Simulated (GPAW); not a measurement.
# Dielectric function and optical constants of C

Wanted: where C starts to absorb, how strongly, and its refractive index.

Main program and level: GPAW 26.7.0; DFT, LDA, plane-wave PAW (GPAW data sets), scalar-relativistic, RPA, optical limit.

This is a report of a sequence of runs, with most program output left out.

## Step 1: Starting point

Symmetry: Fd-3m, No. 227, cubic system. The conventional cell has a = 3.567 Å, b = 3.567 Å, c = 3.567 Å, α = 90.00°, β = 90.00°, γ = 90.00°. Nearest to C lie 4 C at 1.54 Å.

## Step 2: Ground state

First the ground state: is it a metal or has it a gap?

This step: DFT, LDA, plane-wave PAW (GPAW data sets), scalar-relativistic, ground state (GPAW 26.7.0).

Contents of gs.py:

```python
from ase import Atoms
from ase.dft.bandgap import bandgap
from gpaw import GPAW, PW, FermiDirac

atoms = Atoms(['C', 'C'],
              cell=[[0.000000000000, 1.783370000000, 1.783370000000],
                    [1.783370000000, 0.000000000000, 1.783370000000],
                    [1.783370000000, 1.783370000000, 0.000000000000]],
              scaled_positions=[[0.750000000000, 0.750000000000, 0.750000000000],
                                [0.500000000000, 0.500000000000, 0.500000000000]],
              pbc=[True, True, True])
atoms.calc = GPAW(mode=PW(500), xc='LDA', kpts={'size': (11, 11, 11), 'gamma': True},
                  occupations=FermiDirac(0.05), maxiter=150, txt='gs.txt')
print('energy (eV)', atoms.get_potential_energy())
print('Fermi level (eV)', atoms.calc.get_fermi_level())
print('valence electrons', atoms.calc.get_number_of_electrons())
print('gap (eV)', bandgap(atoms.calc, output=None)[0])
print('direct gap (eV)', bandgap(atoms.calc, direct=True, output=None)[0])
atoms.calc.write('gs.gpw')
```

The run is started by

```
$ OMP_NUM_THREADS=1 python gs.py
```

Run time: 3.3 s. Hardware: 1 thread of Arm Neoverse V2, shared host; peak memory 0.12 GiB.

Numbers from this step:

* energy: -20.25 eV
* Fermi energy: 13.58 eV
* gap on the k-mesh: 4.095 eV
* direct gap on the mesh: 5.545 eV
* electrons: 8

There is a gap, 4.10 eV on this mesh (points off the mesh can give less), so no carriers' term is needed.

## Step 3: Bands for the response

The response needs many more empty bands than the density does.

This step: DFT, LDA, plane-wave PAW (GPAW data sets), scalar-relativistic, bands at fixed density (GPAW 26.7.0).

Contents of nscf.py:

```python
from ase.dft.bandgap import bandgap
from gpaw import GPAW, FermiDirac

calc = GPAW('gs.gpw').fixed_density(kpts={'size': (17, 17, 17), 'gamma': True}, nbands=22, convergence={'bands': 16},
                                    occupations=FermiDirac(0.001), txt='nscf.txt')
print('gap (eV)', bandgap(calc, output=None)[0])
print('direct gap (eV)', bandgap(calc, direct=True, output=None)[0])
print('top band over the Fermi level (eV)', min(calc.get_eigenvalues(kpt=k)[15] for k in range(len(calc.get_ibz_k_points()))) - calc.get_fermi_level())
calc.write('full.gpw', mode='all')
```

The run is started by

```
$ OMP_NUM_THREADS=1 python nscf.py
```

The job ended after 14 s (1 thread; peak memory 0.15 GiB).

Numbers from this step:

* gap on the k-mesh: 4.099 eV

## Step 4: Dielectric function, RPA

Transitions between filled and empty bands, summed over the zone, give the optical response, so mesh, band count and broadening shape it.

The induced potential is part of this response.

This step: DFT, LDA, plane-wave PAW (GPAW data sets), scalar-relativistic, RPA, optical limit (GPAW 26.7.0).

Contents of df.py:

```python
from gpaw.response.df import DielectricFunction

df = DielectricFunction('full.gpw', frequencies={'type': 'nonlinear', 'domega0': 0.03, 'omega2': 8},
                        ecut=50,
                        eta=0.15,
                        nbands=16,
                        txt='df.txt')
for direction in ['x']:
    df.get_dielectric_function(xc='RPA', direction=direction, filename=f'df_{direction}.csv')
```

The run is started by

```
$ OMP_NUM_THREADS=1 python df.py
```

Elapsed: 2.9 s, on 1 thread; peak memory 0.16 GiB.

This step gave:

| Quantity | Value |
| --- | --- |
| electronic dielectric constant ε∞, mean over x, y and z (by symmetry where fewer were run) | 5.814 |
| main peak of Im epsilon, first axis | 11.00 eV |

Some rows of df_x.csv (energy; Re and Im without local fields; Re and Im with them):

```text
0.000000, 5.965060, 0.000000, 5.813919, -0.000000
0.429336, 5.973537, 0.005945, 5.822003, 0.005668
0.878195, 6.000799, 0.012346, 5.847996, 0.011770
1.347938, 6.050420, 0.019481, 5.895298, 0.018567
1.840057, 6.127531, 0.027761, 5.968777, 0.026446
2.356191, 6.239720, 0.037843, 6.075619, 0.036026
2.898142, 6.398756, 0.050880, 6.226949, 0.048390
3.467895, 6.624259, 0.069168, 6.441273, 0.065692
4.067647, 6.952960, 0.098233, 6.753158, 0.093112
4.699832, 7.469924, 0.157073, 7.242472, 0.148443
5.367152, 8.486733, 0.437313, 8.201220, 0.411464
6.072622, 8.406760, 2.149766, 8.133016, 2.023388
6.819608, 8.180487, 3.112475, 7.932888, 2.912699
7.611886, 9.030658, 3.732417, 8.737346, 3.487814
8.453705, 8.855900, 4.704404, 8.640849, 4.433538
9.349861, 9.582348, 5.920307, 9.392362, 5.541340
10.305790, 11.039696, 10.670463, 10.933026, 9.904678
11.327680, 2.668930, 15.891366, 3.382078, 15.358674
12.422601, -4.226587, 6.851772, -4.106038, 6.844438
13.598673, -4.131674, 8.246391, -3.887977, 8.419837
```

The Im ε, E ∥ x has structure finer than the step of the table below, so its rows give means over 0.25 eV, whole bins alone (the curve runs from 0 to 14.0 eV). Peaks (eV: height): 11.029: 21.4, 11.633: 21.4, 13.512: 9.04.

Values under the direct gap are tails of Lorentzian lines. Table of Im ε, E ∥ x by photon energy; means over each step:

photon energy (eV), Im ε, E ∥ x and a bar:
```
     0.25        0.0 
     0.50        0.0 
     0.75        0.0 
     1.00        0.0 
     1.25        0.0 
     1.50        0.0 
     1.75        0.0 
     2.00        0.0 
     2.25        0.0 
     2.50        0.0 
     2.75        0.0 
     3.00        0.1 
     3.25        0.1 
     3.50        0.1 
     3.75        0.1 
     4.00        0.1 
     4.25        0.1 
     4.50        0.1 
     4.75        0.2 
     5.00        0.2 
     5.25        0.3 
     5.50        0.6 #
     5.75        1.2 ##
     6.00        2.1 ###
     6.25        1.7 ###
     6.50        2.5 ####
     6.75        3.1 #####
     7.00        2.6 ####
     7.25        3.2 #####
     7.50        3.3 #####
     7.75        3.7 #####
     8.00        3.6 #####
     8.25        4.2 ######
     8.50        4.4 ######
     8.75        4.4 #######
     9.00        5.3 ########
     9.25        5.6 ########
     9.50        6.0 #########
     9.75        6.5 ##########
    10.00        7.4 ###########
    10.25        9.5 ##############
    10.50       10.6 ################
    10.75       14.9 ######################
    11.00       20.4 ##############################
    11.25       16.5 ########################
    11.50       19.1 ############################
    11.75       18.6 ###########################
    12.00       11.6 #################
    12.25        7.8 ###########
    12.50        6.7 ##########
    12.75        6.3 #########
    13.00        6.5 ##########
    13.25        7.7 ###########
    13.50        8.7 #############
    13.75        7.1 ##########
```

The Re ε, E ∥ x by photon energy:

```
photon energy (eV)  Re ε, E ∥ x
               0.0         5.81
               0.5         5.82
               1.0         5.86
               1.5         5.92
               2.0         6.00
               2.5         6.11
               3.0         6.26
               3.5         6.46
               4.0         6.71
               4.5         7.06
               5.0         7.58
               5.5         8.44
               6.0         8.39
               6.5         9.13
               7.0         8.37
               7.5         8.55
               8.0         8.71
               8.5         8.62
               9.0         9.43
               9.5         9.87
              10.0         11.1
              10.5         11.8
              11.0         6.76
              11.5         3.36
              12.0        -8.10
              12.5        -3.72
              13.0        -1.33
              13.5        -2.65
```

Refractive index n and extinction k against photon energy:

```
photon energy (eV)     n        k
               0.0  2.41        0
               0.5  2.41  0.00137
               1.0  2.42  0.00279
               1.5  2.43  0.00430
               2.0  2.45  0.00597
               2.5  2.47  0.00789
               3.0  2.50   0.0102
               3.5  2.54   0.0132
               4.0  2.59   0.0172
               4.5  2.66   0.0236
               5.0  2.75   0.0371
               5.5  2.91    0.107
               6.0  2.92    0.386
               6.5  3.05    0.405
               7.0  2.92    0.428
               7.5  2.97    0.540
               8.0  3.01    0.590
               8.5  3.02    0.727
               9.0  3.18    0.832
               9.5  3.27    0.911
              10.0  3.49     1.04
              10.5  3.70     1.40
              11.0  3.82     2.80
              11.5  3.39     2.85
              12.0  1.71     3.32
              12.5  1.41     2.39
              13.0  1.61     1.98
              13.5  1.84     2.45
```

The Im ε, E ∥ x has structure finer than the step of the table below, so its rows give means over 0.25 eV, whole bins alone (the curve runs from 0 to 14.0 eV). Peaks (eV: height): without local fields 10.955: 22.5, 11.633: 21.3; with local fields 11.029: 21.4, 11.633: 21.4, 13.512: 9.04.

Values under the direct gap are tails of Lorentzian lines. Table of Im ε, E ∥ x by photon energy; means over each step:

```
photon energy (eV)  without local fields  with local fields
              0.25               0.00345            0.00329
              0.50               0.00694            0.00661
              0.75                0.0105             0.0100
              1.00                0.0142             0.0135
              1.25                0.0179             0.0171
              1.50                0.0219             0.0209
              1.75                0.0262             0.0249
              2.00                0.0307             0.0293
              2.25                0.0356             0.0339
              2.50                0.0410             0.0390
              2.75                0.0470             0.0448
              3.00                0.0538             0.0511
              3.25                0.0615             0.0584
              3.50                0.0705             0.0669
              3.75                0.0812             0.0771
              4.00                0.0943             0.0894
              4.25                 0.111              0.105
              4.50                 0.133              0.126
              4.75                 0.165              0.156
              5.00                 0.218              0.206
              5.25                 0.336              0.316
              5.50                 0.652              0.613
              5.75                  1.27               1.19
              6.00                  2.25               2.11
              6.25                  1.85               1.74
              6.50                  2.71               2.53
              6.75                  3.34               3.12
              7.00                  2.80               2.60
              7.25                  3.46               3.24
              7.50                  3.51               3.29
              7.75                  3.98               3.71
              8.00                  3.92               3.64
              8.25                  4.55               4.25
              8.50                  4.64               4.37
              8.75                  4.74               4.43
              9.00                  5.68               5.28
              9.25                  6.00               5.59
              9.50                  6.34               5.95
              9.75                  6.93               6.50
             10.00                  7.98               7.39
             10.25                  10.2               9.46
             10.50                  11.4               10.6
             10.75                  16.0               14.9
             11.00                  21.5               20.4
             11.25                  17.0               16.5
             11.50                  19.5               19.1
             11.75                  18.2               18.6
             12.00                  11.2               11.6
             12.25                  7.67               7.78
             12.50                  6.73               6.70
             12.75                  6.37               6.30
             13.00                  6.59               6.50
             13.25                  7.73               7.67
             13.50                  8.56               8.66
             13.75                  6.97               7.08
```

The loss function −Im 1/ε at q → 0, E ∥ x has structure finer than the step of the table below, so its rows give means over 0.5 eV, whole bins alone (the curve runs from 0 to 14.0 eV). Peaks (eV: height): 13.00: 0.150.

Values under the direct gap are tails of Lorentzian lines. Table of loss function −Im 1/ε at q → 0, E ∥ x by energy loss; means over each step:

energy loss (eV), loss function −Im 1/ε at q → 0, E ∥ x and a bar:
```
      0.5      0.000 
      1.0      0.000 
      1.5      0.001 
      2.0      0.001 
      2.5      0.001 
      3.0      0.001 
      3.5      0.002 
      4.0      0.002 
      4.5      0.003 
      5.0      0.004 #
      5.5      0.009 ##
      6.0      0.024 #####
      6.5      0.030 ######
      7.0      0.036 ########
      7.5      0.040 ########
      8.0      0.042 #########
      8.5      0.045 #########
      9.0      0.045 #########
      9.5      0.046 ##########
     10.0      0.042 #########
     10.5      0.042 #########
     11.0      0.046 ##########
     11.5      0.053 ###########
     12.0      0.061 #############
     12.5      0.113 ########################
     13.0      0.142 ##############################
     13.5      0.108 #######################
```

At chosen wavelengths:

```
wavelength (nm)     n      k  R (%)     1/α
            800  2.43  0.004   17.4   14 µm
            532  2.46  0.007   17.9  5.9 µm
            450  2.49  0.009   18.2  4.0 µm
            365  2.53  0.012   18.8  2.3 µm
            308  2.59  0.017   19.7  1.4 µm
            248  2.75  0.037   21.8  533 nm
            193  3.03  0.357   25.9   43 nm
```

Below the direct gap, k and the depth come from the tails of the Lorentzian lines, not from transitions.

Rows near the edge hang on the gap, which this functional as a rule makes too small, and phonon-assisted absorption is left out.

## Step 5: What came out

```yaml
electronic_dielectric_constant_eps_infinity_mean_over_x_y_and_z_by_symmetry_where_fewer_were_run_rpa: 5.81
main_peak_of_im_epsilon_first_axis: 11.0 eV
```

In words: At this level (LDA, RPA) C has ε∞ = 5.81 and n = 2.42 at 1550 nm, and Im ε peaks at 11.0 eV. On the mesh the gap is 4.10 eV and the least direct gap 5.55 eV, so on this mesh the band edges lie at different points. Local fields change the static value along x from 5.97 to 5.81 (-3 %). Distinct maxima of Im ε, read by a parabola through the highest points, lie at 11.00 eV (22), 11.62 eV (21) and 13.49 eV (9.1). Excitons and phonon-assisted transitions are missing; LDA gaps are as a rule too small, which pulls the onset down and ε∞ up. The sum runs over mesh points, so small or evenly spaced maxima can still be ripples of the mesh.

[Machine, clock and banner lines and Python warnings are left out of the logs.]

[Logs are printed without paths, hosts, clocks, repeated set-up lines and the standing remarks that a program may print on its own settings, such as how far it seeks lower states.]

[Hosts, paths, dates, database ids (printed as entryN), source tags and the programs' standing remarks are cut or masked in the printed files.]
